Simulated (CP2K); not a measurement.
Consider fluoroacetonitrile at its PBE geometry (Å).

```xyz
6

N     2.1483    0.1168   -0.0087
C     0.9895    0.0194   -0.0030
C    -0.4701   -0.0865    0.0086
F    -1.0388    1.1854   -0.1478
H    -0.8138   -0.5059    0.9661
H    -0.8150   -0.7291   -0.8151
```

Method: CP2K XAS_TDP, all-electron GAPW, PBEh(45%), aug-cc-pVTZ, TDA, no relativity.

Question: Predict the bright core excitations at the N K edge.

Leading lines: N1 394.74 eV. The leading line of an atom is its first one with 35 % of the strongest within 2.5 eV of its lowest line over the strength cut. 

The first six lines of each atom with a strength over 0.0015:

```
            atom  energy (eV)  states  strength, one atom
N1 (bonded to C)       394.74       1              0.0575
                       395.48       1              0.0568
                       401.24       1              0.0070
                       401.36       1              0.0019
                       401.57       1              0.0036
                       402.32       2              0.0017
```

Lines are vertical, at one geometry, with no vibrational structure. Without a correction of the core level, line positions, and the gaps between valence and Rydberg lines, follow the share of exact exchange. At this level such K lines come out 3 to 6 eV under measured ones. These values hold no scalar relativity, about 0.2 eV for N 1s. Rydberg lines, and the discretised continuum above threshold, depend on the basis and the box.

[Banner, clock and machine lines of the logs are left out without a mark of their own.]

[Logs are printed without paths, hosts, clocks, repeated set-up lines and the standing remarks that a program may print on its own settings, such as how far it seeks lower states.]

[Hosts, paths, dates, database ids (printed as entryN), source tags and the programs' standing remarks are cut or masked in the printed files.]
